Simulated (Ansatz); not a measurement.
# Zn3Mo, from a guessed structure to a relaxed one, part 2 of 2

This structure for Zn3Mo is made up. Its elements were placed in a known structure type with a cell scaled to their sizes. What cell does the guess relax to, and how far off was it?

Ansatz 0.2.0; DFT, r2SCAN, plane-wave PAW, files of the set soft_1, scalar-relativistic, no spin, cell and ions relaxed at zero pressure; PAW set soft_1 (the session's first sound run).

So far: The structure; Relaxation of the guess. The relaxed cell has a = 5.368, c = 4.534 Å (conventional setting).

## (3) Electronic structure of the relaxed cell

A second self-consistent run takes a narrower smearing and the mesh shown in its input; the bands follow along the standard path of the relaxed lattice.

This step: DFT, r2SCAN, plane-wave PAW, files of the set soft_1, scalar-relativistic, no spin, bands and density of states at the relaxed cell; PAW set soft_1 (Ansatz 0.2.0).

input.yaml

```yaml
crystal:
  lattice:
    - [5.3675238348, 0.0, 0.0]
    - [-2.6837619174, 4.6484119963, 0.0]
    - [0.0, 0.0, 4.5340256165]
  atoms:
    - { symbol: Mo, position: [0.6666666667, 0.3333333333, 0.25] }
    - { symbol: Mo, position: [0.3333333333, 0.6666666667, 0.75] }
    - { symbol: Zn, position: [0.3346152223, 0.1673076112, 0.75] }
    - { symbol: Zn, position: [0.8326923888, 0.1673076112, 0.75] }
    - { symbol: Zn, position: [0.8326923888, 0.6653847777, 0.75] }
    - { symbol: Zn, position: [0.6653847777, 0.8326923888, 0.25] }
    - { symbol: Zn, position: [0.1673076112, 0.8326923888, 0.25] }
    - { symbol: Zn, position: [0.1673076112, 0.3346152223, 0.25] }
kpoints:
  mp_grid: { grid: [8, 8, 8] }
  band_path:
    path:
      - [[0.0, 0.0, 0.0], [0.5, 0.0, 0.0], [0.33333333, 0.33333333, 0.0], [0.0, 0.0, 0.0], [0.0, 0.0, 0.5], [0.5, 0.0, 0.5], [0.33333333, 0.33333333, 0.5], [0.0, 0.0, 0.5]]
      - [[0.5, 0.0, 0.5], [0.5, 0.0, 0.0]]
      - [[0.33333333, 0.33333333, 0.0], [0.33333333, 0.33333333, 0.5]]
    npoints: 8
scf:
  occupations: { method: fermi_dirac, width: 0.03 }
  n_extra_bands: 12
hamiltonian:
  xc: r2scan
  pseudopotentials: { kind: paw, azcp: { folder: soft_1 } }
output:
  forces: true
  stress: true
  write_bands: true
  dos: { projected: true }
  write_density: true
  write_potential: true
  elf: true
  volumetric_format: npy
```

Started as:

```sh
$ ansatz run input.yaml --threads 4 --pin off --max-ram 10240MiB --backend cpu --events-out ev --progress --plain --runs-dir out
```

Numbers of over 12 decimals in the logs are rounded to 6 here.

Log:

```text
[...]
Crystal: 8 atoms, lattice volume = 113.126 Å³
Basis set: ecut = 500 eV, 2861 PW (Γ), exchange–correlation on 160×160×144 points (64 copies of the dense FFT grid, shifted against one another)
Bands: 62, of which v1, the nominal top of the filled ones, is band 50 counted from 1 (49 counted from 0)
Symmetry: 24 space group operations
[...]
k-points: 50 of 512
[...]
SCF iter   1: F=—  HF=-29891.647123 eV  |F-HF|=—  |Δ(HF+E_count)|=         —  Δρ=9.61e-2  dr2=1.79e1  dr2_τ=7.17e-1  ethr=3.10e-3  ⟨swp⟩=6.7  Hψ=13393  notcnv=0  defer=8
[...]
SCF iter  11: F=-29888.718910 eV  HF=-29888.718910 eV  |F-HF|=1.08e-8  |Δ(HF+E_count)|=   1.95e-7  Δρ=4.13e-6  dr2=1.67e-8  dr2_τ=4.68e-10  ethr=1.00e-10  ⟨swp⟩=15.9  Hψ=25824  notcnv=0
SCF 1 converged in 11 iterations: F = -29888.718910 eV  dr2 = 1.67e-8
[...]
NSCF: frozen V_eff on 75 k-points
SCF converged after 11 iterations
Free energy (F): -29888.718910 eV
[...]
Internal energy: -29888.715301 eV  (E = F + TS)
E sigma→0 (E₀):  -29888.717106 eV
Entropy (-TS):   -0.003609 eV (-0.451 meV/atom)
Fermi energy:    14.401906 eV
[...]
--- Forces (eV/Å), atoms counted from 1 ---
  atom   1  Mo    -0.00000000    -0.00000000     0.00000000
  atom   2  Mo     0.00000000     0.00000000     0.00000000
  atom   3  Zn    -0.00599419    -0.00346075     0.00000000
  atom   4  Zn     0.00599419    -0.00346075     0.00000000
  atom   5  Zn     0.00000000     0.00692150     0.00000000
  atom   6  Zn     0.00599419     0.00346075     0.00000000
  atom   7  Zn    -0.00599419     0.00346075     0.00000000
  atom   8  Zn    -0.00000000    -0.00692150     0.00000000
  max |Σ_I F_I| component: 1.97e-17 eV/Å
--- Stress (GPa, compression-positive) ---
        0.084865      -0.000000       0.000000
       -0.000000       0.084865       0.000000
        0.000000       0.000000      -0.196764
  P = ⅓ Tr σ = -0.0090 GPa (-0.090 kbar)
--- Band table (eV; the first three rows and the last of 50) ---
  k-point 0: bands = [... 46 lower, 13.5550, 13.5550, 13.9788, 13.9788, 14.9923, 15.2496, 15.2496, 15.8026, ... 8 higher]
  k-point 1: bands = [... 46 lower, 13.4481, 13.4481, 14.0221, 14.0221, 15.1330, 15.1330, 15.4725, 15.6730, ... 8 higher]
  k-point 2: bands = [... 46 lower, 13.2082, 13.2082, 13.9211, 13.9211, 15.0704, 15.0704, 15.2359, 15.6556, ... 8 higher]
  k-point 49: bands = [... 46 lower, 12.9587, 12.9587, 13.9420, 13.9420, 15.0629, 15.0629, 15.4480, 15.4480, ... 8 higher]
```

Elapsed: 28 s, on 4 threads of Arm Neoverse V1, shared host; peak memory 0.99 GiB; 1.9 min of CPU time.

Reading the cycles: dr2 is the Hartree energy of the density residual (eV), the measure of convergence; HF is the Harris–Foulkes estimate of the energy, which meets the free energy F at convergence.

Numbers from this step:

* free energy: -29888.7189 eV
* energy at zero smearing: -29888.7171 eV
* smearing term TS: 0.003609 eV
* Fermi energy: 14.40 eV
* pressure: -0.009011 GPa

From bands.tsv, the bands that come nearest the Fermi level along the path, at its corners, in eV from the Fermi level:

| point | band 47 | band 48 | band 49 | band 50 | band 51 | band 52 | band 53 | band 54 |
| --- | --- | --- | --- | --- | --- | --- | --- | --- |
| Γ | -0.85 | -0.85 | -0.42 | -0.42 | 0.59 | 0.85 | 0.85 | 1.40 |
| M | -1.73 | -0.99 | -0.85 | -0.42 | 0.49 | 1.54 | 1.93 | 2.26 |
| K | -1.42 | -1.04 | -1.04 | -0.53 | 0.67 | 1.12 | 2.92 | 3.34 |
| Γ | -0.85 | -0.85 | -0.42 | -0.42 | 0.59 | 0.85 | 0.85 | 1.40 |
| A | -1.33 | -1.33 | -1.33 | -1.33 | -0.31 | -0.31 | 1.51 | 1.51 |
| L | -1.35 | -1.35 | -0.46 | -0.46 | 0.61 | 0.61 | 2.01 | 2.01 |
| H | -1.45 | -1.45 | -0.46 | -0.46 | 0.66 | 0.66 | 0.99 | 0.99 |
| A | -1.33 | -1.33 | -1.33 | -1.33 | -0.31 | -0.31 | 1.51 | 1.51 |
| L | -1.35 | -1.35 | -0.46 | -0.46 | 0.61 | 0.61 | 2.01 | 2.01 |
| M | -1.73 | -0.99 | -0.85 | -0.42 | 0.49 | 1.54 | 1.93 | 2.26 |
| K | -1.42 | -1.04 | -1.04 | -0.53 | 0.67 | 1.12 | 2.92 | 3.34 |
| H | -1.45 | -1.45 | -0.46 | -0.46 | 0.66 | 0.66 | 0.99 | 0.99 |

States per cell as run, both spins, in windows of 1 eV, from dos.tsv (zero at the Fermi level):

| from | to | total |
| --- | --- | --- |
| -8 | -7 | 45.56 |
| -7 | -6 | 8.05 |
| -6 | -5 | 2.04 |
| -5 | -4 | 1.64 |
| -4 | -3 | 3.12 |
| -3 | -2 | 3.64 |
| -2 | -1 | 5.65 |
| -1 | 0 | 4.32 |
| 0 | 1 | 3.56 |
| 1 | 2 | 4.21 |
| 2 | 3 | 2.32 |
| 3 | 4 | 1.88 |
| 4 | 5 | 2.51 |

A further 26.0 states lie below the table's range.

Electrostatic potential energy in the ab plane at fractional z = 0.250, with atoms of Mo and Zn within 0.2 Å of it. With pseudopotentials it is smooth inside the atoms' cores, unlike the true potential.

Ten even steps from '0' (-60 eV) to '9' (15 eV), each cell a mean:
```
985347999633689
841037996201599
620159984003799
522489974136999
756899986579999
999999999999999
999989999988899
997558999754589
963137997301489
730038984000589
510269962003799
644699963247999
878999986689999
999999999999999
999879999987899
```
Columns run along a (5.4 Å; values clipped at the 3rd and 97th percentile), rows up along b (5.4 Å). Atoms in or near the plane, at fractional coordinates: Mo at (0.67, 0.33), Zn at (0.67, 0.83), Zn at (0.17, 0.83), Zn at (0.17, 0.33).

Valence density in the ab plane at fractional z = 0.250, with atoms of Mo and Zn within 0.2 Å of it. It is the smooth field of the valence electrons, not physical close to the nuclei.

Ten steps, logarithmic in the rise over the least value, from '0' (0 e/Å³) to '9' (29 e/Å³), each cell a mean:
```
014541001255310
148951002797300
279841015996200
367510025763101
232100012321001
110000001100000
000110000112210
012331001244420
136751013566520
269951025666410
379621135665211
244210135553101
111000123321000
000000011110000
001111000011100
```
Columns run along a (5.4 Å), rows up along b (5.4 Å). Atoms in or near the plane, at fractional coordinates: Mo at (0.67, 0.33), Zn at (0.67, 0.83), Zn at (0.17, 0.83), Zn at (0.17, 0.33).

ELF in the ab plane at fractional z = 0.250, with atoms of Mo and Zn within 0.2 Å of it. It is the smooth field of the valence electrons, not physical close to the nuclei.

Ten even steps from '_' (0.00) to '@' (0.72), each cell a mean:
```
::::..____::--==--::____..::::
::..______::----..______..::--
..______..::--::________::----
..____..::----::______..--==--
::....::--==--::....::--++++--
--::----------------==========
====--::::::--==----==++==----
==--::....::--==--++%%%%##==--
--..______::----++@@@@@@@@==--
::________::--==@@%%++@@%%==--
..______::====**@@%%%%@@++==--
..__..::--++==**@@@@%%**==++--
::::::--++++====****====++++--
::::----======------========--
::::::::::----------::::::::--
```
Columns run along a (5.4 Å), rows up along b (5.4 Å). Atoms in or near the plane, at fractional coordinates: Mo at (0.67, 0.33), Zn at (0.67, 0.83), Zn at (0.17, 0.83), Zn at (0.17, 0.33).

## (4) Results

```yaml
space_group_relaxed: P6_3/mmc
conventional_cell: a = 5.368, b = 5.368, c = 4.534 Å; α = 90.0°, β = 90.0°, γ = 120.0°
volume_per_atom: 14.14 Å³ (guess 14.31)
```

Zn3Mo relaxes to P6_3/mmc with a = 5.368, b = 5.368 and c = 4.534 Å. The guessed volume was near the relaxed one. The space group P6_3/mmc was held in the relaxation, so the end point is a stationary structure within it and may be a saddle against distortions or other arrangements. Bands cross the Fermi level, so it is a metal or semimetal at this level. On the 8×8×8 mesh with the narrower smearing (relaxed on 6×6×6) the largest force component is 0.007 eV/Å and the largest stress component is 0.197 GPa, against the relaxation's thresholds of 0.015 eV/Å and 0.05 GPa. The cutoff wasn't tested. No dispersion term is used, so weakly bound directions may come out too long. The runs have no spin, and magnetism wasn't tested. Nothing here tests whether the compound is stable against decomposition.

[Logs are printed without paths, hosts, clocks, repeated set-up lines and the standing remarks that a program may print on its own settings, such as how far it seeks lower states.]

[Hosts, paths, dates, database ids (printed as entryN), source tags and the programs' standing remarks are cut or masked in the printed files.]
